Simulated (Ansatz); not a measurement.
## How Ta (Im-3m) expands on warming

How much does Ta expand with temperature?

Main program and level: Ansatz 0.2.0; DFT LDA, scalar-relativistic, plane waves, PAW; PAW set soft_1.

## Step 1: The structure

Symmetry: Im-3m, No. 229, cubic system. The conventional cell has a = 3.303 Å, b = 3.303 Å, c = 3.303 Å, α = 90.00°, β = 90.00°, γ = 90.00°. Ta has 8 Ta at 2.86 Å nearest.

Coordinates:

```cif
data_structure
_symmetry_space_group_name_H-M 'P 1'
_symmetry_Int_Tables_number 1
_cell_length_a 2.8601
_cell_length_b 2.8601
_cell_length_c 2.8601
_cell_angle_alpha 109.471
_cell_angle_beta 109.471
_cell_angle_gamma 109.471
_cell_volume 18.01
loop_
_atom_site_label
_atom_site_type_symbol
_atom_site_fract_x
_atom_site_fract_y
_atom_site_fract_z
_atom_site_occupancy
Ta1 Ta 0.00000 0.00000 0.00000 1
```

## Step 2: Probe on a coarse mesh

A cheap single point shows whether the cell is a metal or an insulator and how far it is from rest; that sets the k-mesh and the occupations of what follows.

The input, input.yaml:

```yaml
crystal:
  lattice:
    - [-1.65128, 1.65128, 1.65128]
    - [1.65128, -1.65128, 1.65128]
    - [1.65128, 1.65128, -1.65128]
  atoms:
    - { symbol: Ta, position: [0.0, 0.0, 0.0] }
kpoints:
  mp_grid: { grid: [8, 8, 8] }
hamiltonian:
  xc: lda
  pseudopotentials: { kind: paw, azcp: { folder: soft_1 }, xc_functional: pbe }
scf:
  occupations: { method: gaussian, width: 0.1 }
  lower_state_search: "off"
output:
  forces: true
  stress: true
  eigenvalues: true
```

The run is started by

```sh
$ ansatz run input.yaml --threads 8 --pin off --max-ram 16384MiB --backend cpu --events-out ev --progress --plain --runs-dir out
```

Numbers of over 12 decimals in the logs are rounded to 6 here.

Log:

```text
Engine: ansatz 0.2.0, aarch64-unknown-linux-gnu
Pseudopotentials: kind: paw
Pseudopotential: Ta, paw, valence charge 13, recommended cutoff 420 eV (normal), soft_1/Ta.paw.azcp
Functional definition: SPW92
  exchange = slater_x
  correlation = pw_c
Crystal: 1 atoms, lattice volume = 18.010 Å³
Basis set: ecut = 420 eV, 369 PW (Γ)
Bands: 11, of which v1, the nominal top of the filled ones, is band 7 counted from 1 (6 counted from 0)
Symmetry: 48 space group operations
Space group: Im-3m (ITA 229), of the structure as read, at distance tolerance 2.6e-5 Å
k-points: 29 of 512
Non-local potential: Ta, projectors of the file, l = 0: 3, l = 1: 2, l = 2: 2, l = 3: 1
PAW form: soft (Blöchl's): semilocal exchange-correlation on the pseudo side does not see the compensation charge
PAW frozen core: Ta, regenerated for the run's functional, and the local potential with it (the file was generated under x = pbe(κ = 0.804, μ = 0.219515), c = pbe(β = 0.066725))
PAW one-centre angular grid: Ta, 590 points (default); XC on 64 Gauss nodes
Initial density: superposition of atomic densities (chi_scale 0.1, normalization cell)
Initial wavefunctions: pseudopotential atomic-orbital guess
Functional: x = slater, c = lda
SCF iter   1: F=—  HF=-9683.480516 eV  |F-HF|=—  |Δ(HF+E_count)|=         —  Δρ=3.76e-2  dr2=2.62e-1  ethr=3.10e-3  ⟨swp⟩=5.0  Hψ=1651  notcnv=0
preconditioner: auto → none  [insulator: Δε(μ)=0.168 eV  Ē_g=8.452 eV  σ=0.100 eV  W_gap=0.72  n_scr=0 (ndim 8)  ℏωp=19.6 eV  f_vac=0.000  D(μ)=0.72/eV (n_scr^D=12)  ε∞_Penn≈6.4]
SCF iter   2: F=—  HF=-9683.374025 eV  |F-HF|=—  |Δ(HF+E_count)|=   1.06e-1  Δρ=1.35e-2  dr2=1.72e-2  ethr=2.01e-3  ⟨swp⟩=2.6  Hψ=735  notcnv=0  defer=11
SCF iter   3: F=—  HF=-9683.370464 eV  |F-HF|=—  |Δ(HF+E_count)|=   3.56e-3  Δρ=3.92e-3  dr2=9.16e-4  ethr=1.32e-4  ⟨swp⟩=2.0  Hψ=367  notcnv=0  defer=11
SCF iter   4: F=—  HF=-9683.370457 eV  |F-HF|=—  |Δ(HF+E_count)|=   6.50e-6  Δρ=1.29e-4  dr2=7.45e-7  ethr=7.04e-6  ⟨swp⟩=1.0  Hψ=308  notcnv=0  defer=11
SCF iter   5: F=—  HF=-9683.370459 eV  |F-HF|=—  |Δ(HF+E_count)|=   2.07e-6  Δρ=1.41e-5  dr2=7.08e-9  ethr=7.69e-10  ⟨swp⟩=7.1  Hψ=1626  notcnv=0
SCF iter   6: F=-9683.370459 eV  HF=-9683.370459 eV  |F-HF|=1.82e-12  |Δ(HF+E_count)|=   1.80e-9  Δρ=4.95e-7  dr2=1.41e-11  ethr=5.45e-11  ⟨swp⟩=1.9  Hψ=914  notcnv=0
SCF 1 converged in 6 iterations: F = -9683.370459 eV  dr2 = 1.41e-11
  greatest PAW one-centre occupation: 0.999 electrons in one spin orbital (limit 2), on the Ta atom at site 0 (counted from 0), in its partial waves of l = 0
SCF converged after 6 iterations
Free energy (F): -9683.370459 eV
Harris-Foulkes:  -9683.370459 eV  (|F-HF|=1.82e-12)
Internal energy: -9683.366786 eV  (E = F + TS)
E sigma→0 (E₀):  -9683.368623 eV
Entropy (-TS):   -0.003673 eV (-3.673 meV/atom)
Fermi energy:    18.145039 eV
--- Per-component energies (eV) ---
  E_band       = -109.256028
  E_kinetic    = 393.900189
  E_local      = -553.600121  (includes V_loc(G=0)·N_el)
  E_nonlocal   = -5.975101
  E_hartree    = 198.970705
  E_xc         = -318.494523
  E_vxc        = -234.049253  (∫ρ·V_xc dr)
  E_paw        = -8057.615593  (= ΣΔE_a)
  E_vpaw       = -107.473242  (= ΣTr[D̂ρ^β])
  E_aug_tail   = 0.000105  (compensation charges beyond the density's cutoff)
  E_ewald      = -1340.811443
  E_core_change = 0.258997  (= ΣΔE_core)
  E_smearing   = -0.003673  (= −TS)
  E_closure    = -0.000000  (closes the sum)
  Σ components = -9683.370459   (vs F -9683.370459, Δ=0.00e0)
--- Forces (eV/Å), atoms counted from 1 ---
  atom   1  Ta    -0.00000000     0.00000000     0.00000000
  max |Σ_I F_I| component: 3.04e-31 eV/Å
--- Stress (GPa, compression-positive) ---
      -10.705657       0.000000       0.000000
       -0.000000     -10.705657       0.000000
        0.000000      -0.000000     -10.705657
  P = ⅓ Tr σ = -10.7057 GPa (-107.057 kbar)
--- Band table (eV; the first three rows and the last of 29) ---
  k-point 0: bands = [... 3 lower, -14.8111, 10.2781, 18.8483, 18.8483, 18.8483, 22.1038, 22.1038, 32.8364]
  k-point 1: bands = [... 3 lower, -14.8121, 10.9554, 18.4311, 18.6757, 19.5268, 21.5725, 22.1168, 33.3689]
  k-point 2: bands = [... 3 lower, -14.8147, 12.5704, 17.5732, 18.0639, 21.4496, 21.5225, 22.2884, 33.1034]
  k-point 28: bands = [... 3 lower, -15.6399, 14.3513, 14.3513, 24.9674, 24.9674, 24.9674, 26.8195, 26.8195]
```

It took 0.82 s on 8 threads of Arm Neoverse V1, shared host; peak memory 0.25 GiB; 1.3 s of CPU time.

The column dr2 measures how far the density is from self-consistency, as an energy; F and HF (Harris–Foulkes) agree once it is small.

This step gave:

```yaml
pressure: -10.71 GPa
volume_per_atom: 18.01 Å³/atom
gap_on_the_k_mesh: 0 eV
```

The start is under -11 GPa at this level and looks like a metal on this mesh.

## Step 3: A loose first relaxation

The start is far from rest, so a relaxation with loose thresholds first brings it near the minimum.

input.yaml: that of step 2 with these lines changed.

```diff
@@ -19 +19,6 @@
   eigenvalues: true
+relax:
+  adjacent_minimum: "off"
+  f_tol: 0.05
+  max_steps: 80
+  cell: { stress_tol: 0.5 }
```

Log:

```text
[...]
Crystal: 1 atoms, lattice volume = 18.010 Å³
Basis set: ecut = 420 eV, 369 PW (Γ)
Bands: 11, of which v1, the nominal top of the filled ones, is band 7 counted from 1 (6 counted from 0)
Symmetry: 48 space group operations
[...]
k-points: 29 of 512
[...]
SCF iter   1: F=—  HF=-9683.480516 eV  |F-HF|=—  |Δ(HF+E_count)|=         —  Δρ=3.76e-2  dr2=2.62e-1  ethr=3.10e-3  ⟨swp⟩=5.0  Hψ=1651  notcnv=0
[...]
SCF iter   6: F=-9683.370459 eV  HF=-9683.370459 eV  |F-HF|=1.82e-12  |Δ(HF+E_count)|=   1.80e-9  Δρ=4.95e-7  dr2=1.41e-11  ethr=5.45e-11  ⟨swp⟩=1.9  Hψ=914  notcnv=0
SCF 1 converged in 6 iterations: F = -9683.370459 eV  dr2 = 1.41e-11
[...]
relax step   1: F+E_penalty+E_count = -9683.37045936 eV  Δ(F+E_penalty+E_count) = +0.000e0 eV  max|allowed force component| = 0.000e0 eV/Å  Δτ_max = 0.0000 Å  P = -10.706 GPa  Ω = 18.010 Å³  (6 SCF iters, dr2 threshold 1.00e-7 eV, accepted)
Crystal: 1 atoms, lattice volume = 15.503 Å³
Basis set: ecut = 420 eV, 321 PW (Γ)
[...]
iter 1 solved again at ethr=8.77e-7 eV; its pass at ethr=3.10e-3 eV (dr2=1.14e-4 eV) is discarded
[...]
SCF iter   4: F=-9683.271990 eV  HF=-9683.271990 eV  |F-HF|=6.44e-9  |Δ(HF+E_count)|=   2.81e-8  Δρ=8.75e-6  dr2=8.74e-9  ethr=7.69e-10  ⟨swp⟩=5.0  Hψ=1445  notcnv=0
SCF 2 converged in 4 iterations: F = -9683.271990 eV  dr2 = 8.74e-9
relax step   2: F+E_penalty+E_count = -9683.27198994 eV  Δ(F+E_penalty+E_count) = +9.847e-2 eV  max|allowed force component| = 0.000e0 eV/Å  Δτ_max = 0.0000 Å  P = +27.722 GPa  Ω = 15.503 Å³  energy of the carried Pulay correction = +2.712e-4 eV  (4 SCF iters, dr2 threshold 1.00e-7 eV, rejected (line search))
Crystal: 1 atoms, lattice volume = 17.234 Å³
[...]
SCF iter   5: F=-9683.401154 eV  HF=-9683.401154 eV  |F-HF|=2.55e-11  |Δ(HF+E_count)|=  2.69e-10  Δρ=4.19e-7  dr2=2.85e-11  ethr=5.22e-12  ⟨swp⟩=2.8  Hψ=1117  notcnv=0
SCF 3 converged in 5 iterations: F = -9683.401154 eV  dr2 = 2.85e-11
relax step   3: F+E_penalty+E_count = -9683.40115437 eV  Δ(F+E_penalty+E_count) = -3.070e-2 eV  max|allowed force component| = 0.000e0 eV/Å  Δτ_max = 0.0000 Å  P = -1.575 GPa  Ω = 17.234 Å³  energy of the carried Pulay correction = +7.983e-5 eV  (5 SCF iters, accepted)
[...]
relax step   4: F+E_penalty+E_count = -9683.40174417 eV  Δ(F+E_penalty+E_count) = -5.898e-4 eV  max|allowed force component| = 0.000e0 eV/Å  Δτ_max = 0.0000 Å  P = +0.133 GPa  Ω = 17.107 Å³  energy of the carried Pulay correction = +9.324e-5 eV  (3 SCF iters, dr2 threshold 1.00e-7 eV, accepted)
[...]
SCF iter   3: F=-9683.401652 eV  HF=-9683.401652 eV  |F-HF|=3.64e-12  |Δ(HF+E_count)|=  5.38e-10  Δρ=9.34e-7  dr2=1.96e-11  ethr=7.69e-12  ⟨swp⟩=3.1  Hψ=1119  notcnv=0
SCF 5 converged in 3 iterations: F = -9683.401652 eV  dr2 = 1.96e-11
relax step   5: F+E_penalty+E_count = -9683.40165214 eV  Δ(F+E_penalty+E_count) = +9.204e-5 eV  max|allowed force component| = 0.000e0 eV/Å  Δτ_max = 0.0000 Å  P = +0.133 GPa  Ω = 17.107 Å³  stress off target by 1.33e-1 GPa  SCF on the basis re-selected at this cell (its energy is not comparable with the rows above)  (3 SCF iters)
basis re-selected at this cell: Δ(F+E_penalty+E_count) = +9.204e-5 eV, ΔP = -0.001 GPa vs the last step (what re-selecting the basis moved, of the pressure what is left beyond the Pulay correction that the steps carried, after the strain that the cell walked since its last selection, with what the two solves' SCF thresholds leave and, on support functions, any second-order correction that the steps lacked; it is no measure of the basis error at this ecutwfc). This SCF's stress stands 1.33e-1 GPa from its target on what of the cell is left free (relax.cell.stress_tol is 5.00e-1 GPa) and its largest allowed force component is 0.00e0 eV/Å (relax.f_tol is 5.00e-2 eV/Å): [rest of the remark cut]
SCF converged after 3 iterations
Free energy (F): -9683.401652 eV
[...]
Internal energy: -9683.398075 eV  (E = F + TS)
E sigma→0 (E₀):  -9683.399863 eV
Entropy (-TS):   -0.003577 eV (-3.577 meV/atom)
Fermi energy:    19.194692 eV
[...]
--- Stress (GPa, compression-positive) ---
        0.132542       0.000000      -0.000000
        0.000000       0.132542      -0.000000
       -0.000000      -0.000000       0.132542
  P = ⅓ Tr σ = 0.1325 GPa (1.325 kbar)
--- Band table (eV; the first three rows and the last of 29) ---
  k-point 0: bands = [... 3 lower, -13.5229, 11.1917, 19.9392, 19.9392, 19.9392, 23.3848, 23.3848, 34.1460]
  k-point 1: bands = [... 3 lower, -13.5244, 11.9118, 19.4902, 19.7543, 20.6651, 22.8071, 23.3956, 34.7329]
  k-point 2: bands = [... 3 lower, -13.5282, 13.5854, 18.5730, 19.1321, 22.7212, 22.7744, 23.5798, 34.5769]
  k-point 28: bands = [... 3 lower, -14.4932, 15.1368, 15.1368, 26.4898, 26.4898, 26.4898, 28.3993, 28.3993]
--- Relaxed structure (4 steps of the walk, 3 accepted, 1 SCFs on fresh bases) ---
  F+E_penalty+E_count = -9683.40165214 eV   max|allowed force component| = 0.000e0 eV/Å   (the final SCF, on the basis selected at the relaxed cell)
  cell:  # Å, volume = 17.1067 Å³
    - [-1.623188, 1.623188, 1.623188]
    - [1.623188, -1.623188, 1.623188]
    - [1.623188, 1.623188, -1.623188]
  atoms:
    - { symbol: Ta, position: [0.0, 0.0, 0.0] }
```

Wall time 0.79 s (8 threads); peak memory 0.27 GiB.

Step by step:

| step | energy less that of the first step (eV) | largest force component (eV/Å) | pressure (GPa) | volume (Å³) |
| --- | --- | --- | --- | --- |
| 1 | 0.0000 | 0.0000 | -10.71 | 18.01 |
| 2 | 0.0985 | 0.0000 | 27.72 | 15.50 |
| 3 | -0.0307 | 0.0000 | -1.57 | 17.23 |
| 4 | -0.0313 | 0.0000 | 0.13 | 17.11 |
| 5* | -0.0312 | 0.0000 | 0.13 | 17.11 |

Relaxation steps marked * repeat the geometry before them on a plane-wave basis chosen anew for their cell, so energy and pressure can jump there. Relaxation step 2 was tried and not accepted.

| conventional cell, symmetrised | before | after | change |
| --- | --- | --- | --- |
| a (Å) | 3.303 | 3.246 | -1.7 % |
| b (Å) | 3.303 | 3.246 | -1.7 % |
| c (Å) | 3.303 | 3.246 | -1.7 % |
| volume (Å³/atom) | 18.01 | 17.11 | -5.0 % |

The relaxed structure:

```xyz
1
Lattice="-1.6232 1.6232 1.6232 1.6232 -1.6232 1.6232 1.6232 1.6232 -1.6232" Properties=species:S:1:pos:R:3 pbc="T T T"
Ta    0.0000    0.0000    0.0000
```

This step gave:

```yaml
pressure: 0.1325 GPa
volume_per_atom: 17.11 Å³/atom
```

The relaxation ends with a pressure of 0.13 GPa.

(Continued in part 2 of 3.)

[Logs are printed without paths, hosts, clocks, repeated set-up lines and the standing remarks that a program may print on its own settings, such as how far it seeks lower states.]

[Hosts, paths, dates, database ids (printed as entryN), source tags and the programs' standing remarks are cut or masked in the printed files.]

[A step with changed settings may run another functional than the one named; its input shows which.]
